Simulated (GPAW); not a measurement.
Consider ZnAg (Cmmm).

```xyz
2
Lattice="1.5508 -2.2997 0.0000 1.5508 2.2997 0.0000 0.0000 0.0000 4.4292" Properties=species:S:1:pos:R:3 pbc="T T T"
Ag    0.0000    0.0000    0.0000
Zn    1.5508    0.0000    2.2146
```

Absorber: atom 2, with 4 Ag at 2.70 Å, 4 Zn at 2.77 Å, 2 Zn at 3.10 Å and 4 Ag at 3.19 Å (cube and octahedron, as in bcc, site symmetry mmm). Method: GPAW, LDA, excited-electron core hole (neutral cell), 16-atom cell with 6.8 Å between holes, 3×3×4 k points, dipole transitions, Gaussian full width 1.67 eV up to 4 eV, rising linearly to 3.5 eV at 25 eV.

Predict the near-edge structure at the Zn K edge.

Main maxima up to 30 eV above the zero (height): 4.6 eV (1.28), 7.2 eV (1.46), 10.8 eV (1.44) and 27.2 eV (1.01). A K edge sees empty p states on the absorber. The total-energy difference is 9671.83 eV. One term is added: -30.82 eV, since the hole is spin-paired here and a spin-polarised one costs that much less in the free atom (computed apart). The photon energy is then 9641.01 eV. The tabulated edge of the element is 9659 eV. The functional leaves an error in such absolute values: in the free atom LDA prices this hole 19.1 eV below PBE (computed apart), and PBE is itself good to a few eV.

The Zn K spectrum (energy from the lowest empty level; intensity scaled to a mean of 1 over the first 20 eV; polarised curves are means over the symmetry-equivalent atoms):

| E (eV) | isotropic | ε ∥ x | ε ∥ y | ε ∥ z |
| --- | --- | --- | --- | --- |
| -2.0 | 0.00 | 0.00 | 0.00 | 0.00 |
| -1.5 | 0.02 | 0.02 | 0.02 | 0.01 |
| -1.0 | 0.07 | 0.07 | 0.06 | 0.06 |
| -0.5 | 0.19 | 0.22 | 0.17 | 0.17 |
| 0.0 | 0.36 | 0.43 | 0.33 | 0.32 |
| 0.5 | 0.49 | 0.58 | 0.45 | 0.45 |
| 1.0 | 0.56 | 0.63 | 0.56 | 0.50 |
| 1.5 | 0.64 | 0.66 | 0.73 | 0.53 |
| 2.0 | 0.77 | 0.77 | 0.92 | 0.61 |
| 2.5 | 0.88 | 0.89 | 1.03 | 0.72 |
| 3.0 | 0.96 | 0.97 | 1.06 | 0.84 |
| 3.5 | 1.07 | 1.03 | 1.18 | 0.99 |
| 4.0 | 1.21 | 1.12 | 1.38 | 1.12 |
| 4.5 | 1.28 | 1.22 | 1.48 | 1.13 |
| 5.0 | 1.26 | 1.31 | 1.41 | 1.06 |
| 5.5 | 1.22 | 1.33 | 1.25 | 1.07 |
| 6.0 | 1.24 | 1.33 | 1.16 | 1.24 |
| 6.5 | 1.34 | 1.32 | 1.21 | 1.49 |
| 7.0 | 1.44 | 1.34 | 1.35 | 1.63 |
| 7.5 | 1.44 | 1.35 | 1.43 | 1.55 |
| 8.0 | 1.34 | 1.27 | 1.38 | 1.36 |
| 8.5 | 1.19 | 1.12 | 1.26 | 1.18 |
| 9.0 | 1.10 | 1.02 | 1.19 | 1.10 |
| 9.5 | 1.15 | 1.05 | 1.24 | 1.14 |
| 10.0 | 1.28 | 1.19 | 1.37 | 1.27 |
| 10.5 | 1.40 | 1.34 | 1.46 | 1.41 |
| 11.0 | 1.44 | 1.41 | 1.44 | 1.46 |
| 11.5 | 1.35 | 1.40 | 1.29 | 1.37 |
| 12.0 | 1.22 | 1.34 | 1.11 | 1.20 |
| 12.5 | 1.10 | 1.25 | 0.97 | 1.07 |
| 13.0 | 1.01 | 1.15 | 0.88 | 1.00 |
| 13.5 | 0.96 | 1.05 | 0.81 | 1.01 |
| 14.0 | 0.91 | 0.94 | 0.75 | 1.03 |
| 14.5 | 0.85 | 0.85 | 0.69 | 1.02 |
| 15.0 | 0.79 | 0.78 | 0.64 | 0.95 |
| 15.5 | 0.73 | 0.72 | 0.62 | 0.84 |
| 16.0 | 0.67 | 0.68 | 0.61 | 0.72 |
| 16.5 | 0.64 | 0.66 | 0.63 | 0.63 |
| 17.0 | 0.64 | 0.66 | 0.67 | 0.58 |
| 17.5 | 0.65 | 0.67 | 0.71 | 0.58 |
| 18.0 | 0.69 | 0.69 | 0.77 | 0.60 |
| 18.5 | 0.73 | 0.73 | 0.83 | 0.64 |
| 19.0 | 0.78 | 0.77 | 0.89 | 0.68 |
| 19.5 | 0.82 | 0.81 | 0.93 | 0.72 |
| 20.0 | 0.86 | 0.84 | 0.96 | 0.77 |
| 20.5 | 0.88 | 0.86 | 0.96 | 0.82 |
| 21.0 | 0.89 | 0.86 | 0.95 | 0.87 |
| 21.5 | 0.90 | 0.86 | 0.93 | 0.91 |
| 22.0 | 0.90 | 0.86 | 0.91 | 0.93 |
| 22.5 | 0.90 | 0.86 | 0.91 | 0.94 |
| 23.0 | 0.90 | 0.86 | 0.92 | 0.92 |
| 23.5 | 0.90 | 0.86 | 0.94 | 0.90 |
| 24.0 | 0.90 | 0.87 | 0.97 | 0.87 |
| 24.5 | 0.91 | 0.88 | 1.01 | 0.85 |
| 25.0 | 0.93 | 0.90 | 1.04 | 0.85 |
| 25.5 | 0.95 | 0.92 | 1.07 | 0.87 |
| 26.0 | 0.98 | 0.95 | 1.08 | 0.91 |
| 26.5 | 1.00 | 0.98 | 1.07 | 0.95 |
| 27.0 | 1.01 | 1.00 | 1.04 | 1.00 |
| 27.5 | 1.01 | 1.01 | 0.99 | 1.03 |
| 28.0 | 1.00 | 1.00 | 0.94 | 1.05 |
| 28.5 | 0.97 | 0.97 | 0.88 | 1.06 |
| 29.0 | 0.94 | 0.94 | 0.83 | 1.05 |
| 29.5 | 0.91 | 0.90 | 0.79 | 1.03 |
| 30.0 | 0.88 | 0.87 | 0.76 | 1.00 |
| 30.5 | 0.86 | 0.86 | 0.75 | 0.98 |
| 31.0 | 0.85 | 0.85 | 0.75 | 0.96 |
| 31.5 | 0.85 | 0.85 | 0.76 | 0.95 |
| 32.0 | 0.85 | 0.85 | 0.78 | 0.94 |

The script folds with a Gaussian, whereas the core hole's own line is a Lorentzian, so the onset is too steep and the first peak too high. The mesh is coarse (0.35 Å⁻¹ between points), so small maxima may be mesh ripples. The structure is a computed Materials Project entry and may be a hypothetical form.

[Banner, clock and machine lines of the logs are left out without a mark of their own.]

[Logs are printed without paths, hosts, clocks, repeated set-up lines and the standing remarks that a program may print on its own settings, such as how far it seeks lower states.]

[Hosts, paths, dates, database ids (printed as entryN), source tags and the programs' standing remarks are cut or masked in the printed files.]

[Lists of maxima count a maximum above −3 eV only where it reaches 4 % of the highest in the window and stands out from its surroundings by 2 % of it (1.5 % where it reaches 55 %); shoulders and weaker maxima are passed over, and of the rest the first, up to two pre-edge ones and the few strongest are named.]
